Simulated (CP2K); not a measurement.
Consider 2-methylthiothiazole at its PBE geometry (Å).

```xyz
12

C    -2.4381    0.4245   -0.1787
S    -1.5961   -0.3631    1.2167
C     0.0488   -0.3042    0.6282
N     0.4278    0.1544   -0.5449
C     1.7949    0.0463   -0.6838
C     2.4690   -0.4961    0.3783
S     1.3552   -0.8955    1.6353
H    -2.2898   -0.1586   -1.0939
H    -3.5013    0.4476    0.0895
H    -2.0609    1.4421   -0.3261
H     2.2585    0.3864   -1.6079
H     3.5320   -0.6840    0.4874
```

Method: CP2K XAS_TDP, all-electron GAPW, PBEh(45%), aug-cc-pVDZ, TDA, GW2X-corrected core level, no relativity.

Question: Predict the bright core excitations at the C K edge.

Leading lines: C1 289.44 eV, C3 287.31 eV, C5 287.74 eV and C6 287.10 eV. The leading line of an atom is its first one with 35 % of the strongest within 2.5 eV of its lowest line over the strength cut. Core ionisation energies at this level: C3 293.08, C5 292.52, C1 292.78 and C6 292.10 eV.

The first six lines of each atom with a strength over 0.0015:

| atom | energy (eV) | states | strength, one atom | above the computed threshold |
| --- | --- | --- | --- | --- |
| C1 (bonded to S and 3 H) | 289.44 | 1 | 0.0402 |  |
|  | 290.70 | 2 | 0.0114 |  |
|  | 291.37 | 1 | 0.0218 |  |
|  | 291.58 | 1 | 0.0221 |  |
|  | 292.25 | 1 | 0.0022 |  |
|  | 292.33 | 1 | 0.0040 |  |
| C3 (bonded to N and 2 S) | 287.31 | 1 | 0.0586 |  |
|  | 289.90 | 1 | 0.0313 |  |
|  | 290.62 | 1 | 0.0356 |  |
|  | 291.31 | 1 | 0.0074 |  |
|  | 292.36 | 1 | 0.0033 |  |
|  | 294.14 | 1 | 0.0020 | yes |
| C5 (bonded to C, N and H) | 287.74 | 1 | 0.0499 |  |
|  | 289.97 | 1 | 0.0070 |  |
|  | 290.63 | 1 | 0.0114 |  |
|  | 290.82 | 1 | 0.0049 |  |
|  | 291.49 | 1 | 0.0026 |  |
|  | 291.95 | 1 | 0.0026 |  |
| C6 (bonded to C, S and H) | 287.10 | 1 | 0.0467 |  |
|  | 289.12 | 1 | 0.0323 |  |
|  | 290.13 | 1 | 0.0130 |  |
|  | 290.85 | 1 | 0.0026 |  |
|  | 291.20 | 1 | 0.0020 |  |
|  | 291.53 | 1 | 0.0020 |  |

Lines are vertical, at one geometry, with no vibrational structure. GW2X ionisation energies and lines can be off by 1 to 2 eV either way, and a good line position may hide errors that cancel. These values hold no scalar relativity, about 0.1 eV for C 1s. Rydberg lines, and the discretised continuum above threshold, depend on the basis and the box.

[Banner, clock and machine lines of the logs are left out without a mark of their own.]

[Logs are printed without paths, hosts, clocks, repeated set-up lines and the standing remarks that a program may print on its own settings, such as how far it seeks lower states.]

[Hosts, paths, dates, database ids (printed as entryN), source tags and the programs' standing remarks are cut or masked in the printed files.]
